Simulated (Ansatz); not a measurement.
**Sr on Re(0001): change of the work function**

How does one ordered layer of Sr (hcp site) change the work function of Re(0001), and what dipole does each adsorbate carry?

Program: Ansatz 0.2.0. Level of theory: plane-wave DFT, r2SCAN, Ansatz PAW, in the first sound run; inputs show where later runs differ. Results are calculated unless marked as measured.

Report form: the programs' logs are mostly left out.

## 1. The starting structure

The cell holds 4 atoms: 4 Re. Its edges and angles: a = 2.760 Å, b = 2.760 Å, c = 24.686 Å, α = 90.0°, β = 90.0°, γ = 60.0°. Vacuum lies along c.

## 2. The clean slab

The bare slab comes first, as the zero from which every change is counted. The two lowest layers are held at bulk places and the upper ones relax. The dipole correction removes the false field that a one-sided slab makes across the periodic vacuum, so each face gets a flat vacuum level of its own.

input.yaml

```yaml
crystal:
  lattice:
    - [2.76, 0.0, 0.0]
    - [1.38, 2.3902301144, 0.0]
    - [0.0, 0.0, 24.6861]
  atoms:
    - { symbol: Re, position: [0.6666666667, 0.6666666667, 0.3645776368] }
    - { symbol: Re, position: [0.0, 0.0, 0.4548592123] }
    - { symbol: Re, position: [0.6666666667, 0.6666666667, 0.5451407877] }
    - { symbol: Re, position: [0.0, 0.0, 0.6354223632] }
kpoints:
  mp_grid: { grid: [12, 12, 1] }
hamiltonian:
  xc: r2scan
scf:
  occupations: { method: fermi_dirac, width: 0.1 }
  convergence: { dr2_threshold: 1.0e-08 }
efield:
  axis: 3
  dipole_correction: true
  ramp_position: 0.97
  ramp_width: 0.06
relax:
  f_tol: 0.02
  max_steps: 60
  constraints: [{ sites: [0, 1] }]
output:
  write_potential: true
  write_density: true
  volumetric_format: npy
```

The run is started by

```sh
ansatz run input.yaml --threads 8 --pin off --max-ram 12288MiB --backend cpu --events-out ev --progress --plain --runs-dir out
```

Run time: 14 s. Hardware: 8 threads of Arm Neoverse V2, shared host; peak memory 1 GiB.

Relaxation path:

```csv
step,energy less that of the first step (eV),largest force component (eV/Å)
1,0.0000,1.6165
2,0.1154,3.0599
3,-0.1047,0.4781
4,-0.1122,0.0038
```

Relaxation step 2 was tried and not accepted.

Forces are held to the 6 operations that the run works with; a distortion that breaks them can't arise in this run.

The atoms that moved most (Å):

```csv
atom,dx,dy,dz,length
Re3,0.000,0.000,0.071,0.071
Re4,0.000,0.000,-0.068,0.068
```

Numbers from this step:

```
energy at zero smearing        : -43520.8828 eV
work function, upper face      : 4.994 eV
work function, lower face      : 5.197 eV
dipole along the normal        : 0.007427 e·Å
step between the vacuum levels : -0.2037 eV
```

Running mean over 2.2287 Å of the planar mean; the ramp of the sawtooth is left out. Table of electron's electrostatic potential energy less the Fermi level by z:

```csv
z (Å),electron's electrostatic potential energy less the Fermi level (eV)
3.0,5.20
3.5,5.20
4.0,5.20
4.5,5.19
5.0,5.19
5.5,5.16
6.0,5.08
6.5,4.77
7.0,3.71
7.5,0.167
8.0,-5.96
8.5,-11.1
9.0,-12.8
9.5,-13.0
10.0,-13.1
10.5,-13.1
11.0,-13.2
11.5,-13.0
12.0,-12.6
12.5,-12.4
13.0,-12.8
13.5,-13.3
14.0,-14.1
14.5,-14.7
15.0,-14.3
15.5,-13.2
16.0,-11.8
16.5,-7.46
17.0,-1.23
17.5,3.05
18.0,4.45
18.5,4.84
19.0,4.95
19.5,4.98
20.0,4.99
20.5,4.99
21.0,4.99
21.5,4.99
```

The relaxation took 4 steps and lowered the energy by 0.11 eV; the largest force on the free atoms ends at 0.0038 eV/Å.

The work function of the upper face is 4.99 eV.

## 3. Adsorbate added

System of this step: Sr/Re(0001). The cell holds 17 atoms: 16 Re and 1 Sr. Its edges and angles: a = 5.520 Å, b = 5.520 Å, c = 27.883 Å, α = 90.0°, β = 90.0°, γ = 60.0°. Vacuum lies along c.

The clean slab as it ended is repeated in the plane and the adsorbate is set on one face; the cell's size fixes the coverage, and the k-mesh shrinks with it to keep the sampling density about even. Adsorbate and upper layers relax, since the dipole depends on the height.

input.yaml

```yaml
crystal:
  lattice:
    - [5.5199999999, 0.0, 0.0]
    - [2.76, 4.7804602288, 0.0]
    - [0.0, 0.0, 27.8831061138]
  atoms:
    - { symbol: Re, position: [0.3333333333, 0.3333333333, 0.3227760911] }
    - { symbol: Re, position: [0.0, 0.0, 0.4027062105] }
    - { symbol: Re, position: [0.3333333333, 0.3333333333, 0.4851909864] }
    - { symbol: Re, position: [0.0, 0.0, 0.5601319581] }
    - { symbol: Re, position: [0.3333333333, 0.8333333333, 0.3227760911] }
    - { symbol: Re, position: [0.0, 0.5, 0.4027062105] }
    - { symbol: Re, position: [0.3333333333, 0.8333333333, 0.4851909864] }
    - { symbol: Re, position: [0.0, 0.5, 0.5601319581] }
    - { symbol: Re, position: [0.8333333333, 0.3333333333, 0.3227760911] }
    - { symbol: Re, position: [0.5, 0.0, 0.4027062105] }
    - { symbol: Re, position: [0.8333333333, 0.3333333333, 0.4851909864] }
    - { symbol: Re, position: [0.5, 0.0, 0.5601319581] }
    - { symbol: Re, position: [0.8333333333, 0.8333333333, 0.3227760911] }
    - { symbol: Re, position: [0.5, 0.5, 0.4027062105] }
    - { symbol: Re, position: [0.8333333333, 0.8333333333, 0.4851909864] }
    - { symbol: Re, position: [0.5, 0.5, 0.5601319581] }
    - { symbol: Sr, position: [0.3333333333, 0.3333333333, 0.6772239089] }
kpoints:
  mp_grid: { grid: [6, 6, 1] }
hamiltonian:
  xc: r2scan
scf:
  occupations: { method: fermi_dirac, width: 0.1 }
  convergence: { dr2_threshold: 1.0e-08 }
efield:
  axis: 3
  dipole_correction: true
  ramp_position: 0.97
  ramp_width: 0.06
relax:
  f_tol: 0.02
  max_steps: 60
  constraints: [{ sites: [0, 1, 4, 5, 8, 9, 12, 13] }]
output:
  bader: true
  dos: { projected: true, e_range: [-8, 4] }
  write_potential: true
  write_density: true
  volumetric_format: npy
  elf: true
```

Wall time 3.2 min (8 threads); peak memory 6.1 GiB.

Step by step:

```csv
step,energy less that of the first step (eV),largest force component (eV/Å)
1,0.0000,1.1037
2,-0.2048,0.9846
3,-0.3689,0.6027
4,-0.4375,0.0984
5,-0.4403,0.0640
6,-0.4407,0.0122
```

Forces are held to the 6 operations that the run works with; a distortion that breaks them can't arise in this run.

The atoms that moved most (Å):

```csv
atom,dx,dy,dz,length
Sr17,0.000,0.000,-0.580,0.580
Re4,0.000,0.000,0.096,0.096
Re8,-0.020,0.012,-0.011,0.026
Re12,0.000,-0.024,-0.011,0.026
Re16,0.020,0.012,-0.011,0.026
Re15,0.009,0.005,0.009,0.013
Re11,0.000,-0.010,0.009,0.013
Re7,-0.009,0.005,0.009,0.013
```

This step gave:

```
energy at zero smearing        : -177639.8839 eV
work function, upper face      : 2.195 eV
work function, lower face      : 5.169 eV
dipole along the normal        : 0.4337 e·Å
step between the vacuum levels : -2.974 eV
```

Running mean over 2.2287 Å of the planar mean; the ramp of the sawtooth is left out. Electron's electrostatic potential energy less the Fermi level against z:

```csv
z (Å),electron's electrostatic potential energy less the Fermi level (eV)
3.5,5.17
4.0,5.17
4.5,5.17
5.0,5.16
5.5,5.14
6.0,5.05
6.5,4.75
7.0,3.69
7.5,0.165
8.0,-5.97
8.5,-11.1
9.0,-12.8
9.5,-13.0
10.0,-13.1
10.5,-13.2
11.0,-13.2
11.5,-13.1
12.0,-12.5
12.5,-12.3
13.0,-12.8
13.5,-13.3
14.0,-14.1
14.5,-14.7
15.0,-14.3
15.5,-13.3
16.0,-12.2
16.5,-8.58
17.0,-4.23
17.5,-2.55
18.0,-2.88
18.5,-3.24
19.0,-2.79
19.5,-0.991
20.0,0.711
20.5,1.44
21.0,1.80
21.5,1.99
22.0,2.09
22.5,2.15
23.0,2.17
23.5,2.18
24.0,2.19
24.5,2.19
```

The density of states has structure finer than the step of the table below, so its rows give means over 0.25 eV, whole bins alone (the curve runs from -8 to 1.98 eV). Peaks (eV: height): -2.560: 35.5, -2.380: 48.7, -1.500: 33.2, -0.330: 52.5, 0.840: 35.3, 1.110: 46.2, 1.920: 51.8.

The density of states by energy, zero at the Fermi level; means over each step:

```csv
energy (eV),density of states (states/eV a cell)
-7.75,2.00
-7.50,1.80
-7.25,2.22
-7.00,3.47
-6.75,5.65
-6.50,5.89
-6.25,10.7
-6.00,12.9
-5.75,11.8
-5.50,14.5
-5.25,17.4
-5.00,14.7
-4.75,10.1
-4.50,14.2
-4.25,14.2
-4.00,17.8
-3.75,9.98
-3.50,16.5
-3.25,15.1
-3.00,9.15
-2.75,13.8
-2.50,22.6
-2.25,22.6
-2.00,16.7
-1.75,19.4
-1.50,28.3
-1.25,27.2
-1.00,23.1
-0.75,18.0
-0.50,18.3
-0.25,23.7
0.00,10.7
0.25,11.2
0.50,8.17
0.75,19.3
1.00,19.2
1.25,13.7
1.50,13.4
1.75,16.8
```

Projected DOS per atom over height of the atomic layer and energy from the Fermi level. Layers: Re4 Re4 Re4 Re4 Sr from below.

Values in states/eV, 22 rows by 5 columns, each cell a mean:
```
1.23 0.88 0.66 0.94 0.30
0.93 0.53 0.59 0.74 0.16
1.07 0.74 0.75 1.02 0.23
0.50 0.47 0.41 0.56 0.70
0.82 0.71 0.50 0.63 0.29
1.52 1.32 1.14 1.13 0.23
1.40 1.01 1.20 1.50 0.33
2.07 1.24 1.53 1.95 0.31
1.21 0.76 0.92 1.40 0.30
1.53 1.21 0.90 1.31 0.26
0.76 0.77 0.78 1.03 0.22
0.84 0.95 0.80 0.79 0.13
0.76 0.92 0.73 0.78 0.04
0.94 1.10 0.94 1.01 0.02
0.71 0.74 0.83 0.84 0.00
0.91 1.12 1.02 0.74 0.01
0.66 0.93 1.15 0.89 0.02
0.45 0.94 1.05 0.71 0.02
0.27 0.55 0.70 0.38 0.02
0.19 0.29 0.34 0.25 0.02
0.09 0.16 0.15 0.11 0.01
0.09 0.15 0.15 0.11 0.01
```
Columns: height of the atomic layer (Å) from 9 to 18.3 (not evenly spaced); rows upwards: energy from the Fermi level (eV) from -7.96 to 1.95.

Electrostatic potential energy in the ca plane at fractional y = 0.331, with atoms of Re and Sr within 0.2 Å of it. With pseudopotentials it is smooth inside the atoms' cores, unlike the true potential.

Values in eV, 8 rows by 16 columns, each cell a mean:
```
-42   2   1  -1 -48 -18   2   6   9   9   8   8   9   9   9   9
-52   2   5  -3 -58 -25   5   8   9   9   8   9   9   9   9   9
-12   1 -10   3 -15  -2  -8   1   8   7   7   8   9   9   9   9
 -1   0 -17   3  -2   3 -13  -2   4  -3   3   7   8   9   9   9
-42   2   1  -1 -48 -17   3   5 -10 -55  -9   6   8   9   9   9
-52   2   5  -3 -58 -25   5   7 -16 -65 -15   6   8   9   9   9
-12   1 -10   3 -15  -2  -7   1   1 -18   0   7   8   9   9   9
 -1   0 -17   3  -2   2 -14  -3   7   5   6   8   9   9   9   9
```
Columns run along c (16.0 Å, from fractional 0.32 to 0.90 of the cell; values clipped at the 3rd and 97th percentile), rows up along a (5.5 Å). Atoms in or near the plane, at fractional coordinates: Re at (0.49, 0.33), Re at (0.49, 0.83), Sr at (0.66, 0.33).

Valence density in the ca plane at fractional y = 0.331, with atoms of Re and Sr within 0.2 Å of it. It is the smooth field of the valence electrons, not physical close to the nuclei.

Ten steps, logarithmic in the rise over the least value, from '0' (0.0 e/Å³) to '9' (6.8 e/Å³), each cell a mean:
```
87544444444788644444322100000000000000000000
99744344346999854443321100000000000000000000
99744333346999864443321100000000000000000000
98644444345899754444321100000000000000000000
76444555434566544555432110000000000000000000
44334666433444444566432111100000000000000000
44334666433444444566432223321000000000000000
76444555434576544555432346653100000000000000
98644444345899754444332477775200000000000000
99744333346999864333333577775310000000000000
99744344346899854443333577775210000000000000
87544444434788644444332367764100000000000000
54434565433455444565432234432000000000000000
44334676433444444566432111110000000000000000
54444565433455444565432110000000000000000000
```
Columns run along c (16.0 Å, from fractional 0.32 to 0.90 of the cell), rows up along a (5.5 Å). Atoms in or near the plane, at fractional coordinates: Re at (0.49, 0.33), Re at (0.49, 0.83), Sr at (0.66, 0.33).

ELF in the ca plane at fractional y = 0.331, with atoms of Re and Sr within 0.2 Å of it. It is the smooth field of the valence electrons, not physical close to the nuclei.

Values, 8 rows by 16 columns, each cell a mean:
```
0.55 0.37 0.32 0.35 0.61 0.43 0.34 0.41 0.41 0.26 0.22 0.26 0.17 0.06 0.01 0.00
0.58 0.38 0.37 0.38 0.62 0.47 0.39 0.49 0.45 0.32 0.28 0.27 0.16 0.06 0.01 0.00
0.36 0.32 0.30 0.30 0.38 0.34 0.29 0.30 0.30 0.09 0.08 0.22 0.19 0.07 0.02 0.00
0.31 0.30 0.36 0.30 0.32 0.34 0.32 0.31 0.18 0.43 0.16 0.13 0.25 0.10 0.02 0.00
0.55 0.37 0.32 0.35 0.61 0.42 0.34 0.42 0.44 0.70 0.57 0.10 0.29 0.13 0.02 0.00
0.58 0.38 0.37 0.38 0.62 0.46 0.38 0.48 0.50 0.51 0.64 0.10 0.30 0.14 0.03 0.00
0.36 0.32 0.31 0.30 0.38 0.35 0.29 0.31 0.25 0.69 0.31 0.11 0.27 0.11 0.02 0.00
0.31 0.30 0.36 0.30 0.32 0.34 0.33 0.30 0.23 0.08 0.05 0.18 0.21 0.08 0.02 0.00
```
Columns run along c (16.0 Å, from fractional 0.32 to 0.90 of the cell), rows up along a (5.5 Å). Atoms in or near the plane, at fractional coordinates: Re at (0.49, 0.33), Re at (0.49, 0.83), Sr at (0.66, 0.33).

The relaxation took 6 steps and lowered the energy by 0.44 eV; the largest force on the free atoms ends at 0.012 eV/Å.

By hand: a sheet of dipoles makes a step −p/(ε₀A) in the electron's potential. With e/ε₀ = 180.95 V·Å, p = 0.4337 e·Å and A = 26.39 Å², that is −180.95 × (0.4337) / 26.39 = -2.974 eV, and the two vacuum levels of the run differ by -2.974 eV.

The covered face has 2.20 eV, -2.80 eV against the clean one; the bare back face has moved by -0.03 eV, a measure of how thin the slab is.

## 4. Work function against coverage

This step: plane-wave DFT, r2SCAN, Ansatz PAW; work function against coverage (Ansatz 0.2.0).

The runs are now put side by side.

Numbers from this step:

* work function of the clean face: 4.994 eV
* largest change of the work function: -2.798 eV

Table of work function of the covered face by coverage:

```csv
coverage (adsorbates/nm²),work function of the covered face (eV)
0.00,4.99
3.79,2.20
```

The dipole per adsorbate comes from the change of the cell's dipole. Coverage, by row:

```csv
coverage (1/nm²),coverage (ML),work function (eV),change (eV),"dipole per adsorbate, positive end outwards (debye)",mean height of the added atoms over the highest substrate atom (Å)
3.79,0.25,2.195,-2.798,1.941,2.59
```

## 5. The 0.25 ML cell at another level of theory, cutoff 420 eV, functional RPBE

This step: plane-wave DFT, RPBE, Ansatz PAW (Ansatz 0.2.0).

The geometry is kept and the functional is RPBE; other changes against the main runs: cutoff 500 → 420.

input.yaml

```yaml
crystal:
  lattice:
    - [5.5199999999, 0.0, 0.0]
    - [2.76, 4.7804602288, 0.0]
    - [0.0, 0.0, 27.8831061138]
  atoms:
    - { symbol: Re, position: [0.3333333333, 0.3333333333, 0.3227760911] }
    - { symbol: Re, position: [0.0, 0.0, 0.4027062105] }
    - { symbol: Re, position: [0.3333333333, 0.3333333333, 0.485363087] }
    - { symbol: Re, position: [0.0, 0.0, 0.5635603835] }
    - { symbol: Re, position: [0.3333333333, 0.8333333333, 0.3227760911] }
    - { symbol: Re, position: [0.0, 0.5, 0.4027062105] }
    - { symbol: Re, position: [0.3312250793, 0.8343874604, 0.4854969534] }
    - { symbol: Re, position: [-0.0049272356, 0.5024636178, 0.5597351268] }
    - { symbol: Re, position: [0.8333333333, 0.3333333333, 0.3227760911] }
    - { symbol: Re, position: [0.5, 0.0, 0.4027062105] }
    - { symbol: Re, position: [0.8343874604, 0.3312250793, 0.4854969534] }
    - { symbol: Re, position: [0.5024636178, -0.0049272356, 0.5597351268] }
    - { symbol: Re, position: [0.8333333333, 0.8333333333, 0.3227760911] }
    - { symbol: Re, position: [0.5, 0.5, 0.4027062105] }
    - { symbol: Re, position: [0.8343874604, 0.8343874604, 0.4854969534] }
    - { symbol: Re, position: [0.5024636178, 0.5024636178, 0.5597351268] }
    - { symbol: Sr, position: [0.3333333333, 0.3333333333, 0.6564340626] }
kpoints:
  mp_grid: { grid: [6, 6, 1] }
hamiltonian:
  xc: rpbe
scf:
  occupations: { method: fermi_dirac, width: 0.1 }
  convergence: { dr2_threshold: 1.0e-08 }
efield:
  axis: 3
  dipole_correction: true
  ramp_position: 0.97
  ramp_width: 0.06
output:
  write_potential: true
  write_density: true
  volumetric_format: npy
```

It took 17 s on 8 threads; peak memory 3.3 GiB; 2.3 min of CPU time.

This step gave:

| Quantity | Value |
| --- | --- |
| energy at zero smearing | -177639.8810 eV |
| work function, upper face | 2.139 eV |
| work function, lower face | 4.947 eV |
| dipole along the normal | 0.4094 e·Å |
| step between the vacuum levels | -2.808 eV |

The work function comes to 2.14 eV, -0.06 eV from the first level.

## 6. The 0.25 ML cell at another level of theory, cutoff 420 eV, functional revpbe

This step: plane-wave DFT, revPBE, Ansatz PAW (Ansatz 0.2.0).

The geometry is kept and the functional is revPBE; other changes against the main runs: cutoff 500 → 420.

input.yaml, as its differences from that of step 5:

```diff
@@ -26,3 +26,3 @@
 hamiltonian:
-  xc: rpbe
+  xc: revpbe
 scf:
```

Wall time 18 s (8 threads); peak memory 3.3 GiB; 2.3 min of CPU time.

Numbers from this step:

```yaml
energy_at_zero_smearing: -177578.1739 eV
work_function_upper_face: 2.140 eV
work_function_lower_face: 4.965 eV
dipole_along_the_normal: 0.4120 e·Å
step_between_the_vacuum_levels: -2.825 eV
```

The work function comes to 2.14 eV, -0.06 eV from the first level.

## 7. The 0.25 ML cell at another level of theory, cutoff 1290 eV, functional PBE

This step: plane-wave DFT, PBE, JTH PAW (Ansatz 0.2.0).

The geometry is kept and the functional is PBE; other changes against the main runs: JTH PAW files and cutoff 500 → 1290.

input.yaml, as its differences from that of step 6:

```diff
@@ -26,3 +26,4 @@
 hamiltonian:
-  xc: revpbe
+  xc: pbe
+  pseudopotentials: { kind: paw, source: jth }
 scf:
```

Run time: 3 min. Hardware: 8 threads; peak memory 9.8 GiB; 23 min of CPU time.

The work function comes to 2.21 eV, +0.01 eV from the first level.

## 8. The series together

Times are for 8 threads of Arm Neoverse V2, shared host. The runs compared:

```csv
no.,functional,"work function, upper face (eV)",dipole along the normal (e·Å),time,memory (GiB)
1,rpbe,2.139,0.4094,17 s,3.3
2,revpbe,2.140,0.4120,18 s,3.3
3,pbe,2.209,0.4205,3 min,9.8
```

(Part 1 of 2 ends here.)

[Logs are printed without paths, hosts, clocks, repeated set-up lines and the standing remarks that a program may print on its own settings, such as how far it seeks lower states.]

[Hosts, paths, dates, database ids (printed as entryN), source tags and the programs' standing remarks are cut or masked in the printed files.]

[Maps of the electrostatic potential energy from Ansatz leave out the sawtooth potential of an applied field or a dipole correction, so their vacuum need not be flat; planar profiles and work functions include it.]

[The density of states shown here was stored with 400 of the rows of the run's finer table, so its peaks can read low, often by over a quarter, or be missed, and its means over a window can be off by a tenth or more.]
